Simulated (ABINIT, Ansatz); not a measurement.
Records of electronic-structure calculations.

### TiO2 (Rutile): G0W0 with ABINIT, start to end

It takes space group P4_2/mnm (No. 136, tetragonal). Conventional cell: a = 4.592 Å, b = 4.592 Å, c = 2.957 Å, α = 90.00°, β = 90.00°, γ = 90.00°. Nearest to Ti lie 6 O at 1.95 to 1.98 Å. Nearest to O lie 3 Ti at 1.95 to 1.98 Å. Farther neighbours, and contacts between anions beyond the nearest, are not listed.

```yaml
method: RPA screening on LDA, plane waves, norm-conserving pseudopotentials (and 2 further levels or steps)
program: ABINIT 10.8.3
settings: cutoff 38 Ha, PseudoDojo scalar-relativistic 0.4.1 standard, norm-conserving, ngkpt (4, 4, 4), nband 144, ecuteps 5.5 Ha, inclvkb 2, shiftk (0, 0, 0), symchi 1, awtr 1, frequency ppm, 4×4×4 k-mesh
cost: 5 runs, 9.1 min in all on 16 MPI ranks of Arm Neoverse N1, shared host
notes: The program’s warnings: nkpt*nsppol () is not a multiple of nproc spkpt (). The cell and positions come from the Crystallography Open Database and are kept as given unless a step says otherwise. The 4×4×4 mesh is coarse for this cell, which bears on the long-range parts of exchange and screening.
lda_gap: 1.84 eV, direct
g0w0_gap_on_the_mesh: 3.42 eV
gw_settings: 4×4×4 mesh, 144 bands, screening to 149.7 eV, Godby-Needs plasmon pole
known_limits: short of the basis limit; coarse k mesh
```

G0W0 moves the gap on the mesh from 1.84 eV to 3.42 eV (+1.58 eV), with Z of 0.76 and 0.77 at the edges. Local fields lower the RPA ε∞ on this mesh from 9.35 to 8.92; a Γ-centred mesh this coarse tends to raise both, most where the direct gap is narrow, while a short band sum lowers them.

[Long decimals in the printed logs are rounded to 6 places.]

[Logs are printed without paths, hosts, clocks, repeated set-up lines and the standing remarks that a program may print on its own settings, such as how far it seeks lower states.]

[Paths, hosts, dates, memory and timing lines, banners, echoed tables and standing remarks are left out of the program output; an Ansatz launch command may be rebuilt from the run's recorded settings. Measured values are a selection of at most five: reports struck by readers or far from the other reports are left out. None is set beside runs whose start may be inverted or whose files or cutoffs have a known fault.]

[Runs of the session that timed out or met a known fault of the program may be left out.]

[Hosts, paths, dates, database ids (printed as entryN), source tags and the programs' standing remarks are cut or masked in the printed files.]

[G0W0 gaps are taken among the corrected bands and points alone; a level outside them can change the order at an edge.]

[Where Ansatz stands beside ABINIT at settings called matched, ABINIT's density can come from a denser mesh and the files from another edition; pairs whose starting gaps differed by over 0.03 eV were left out, so agreement reads better than it is.]
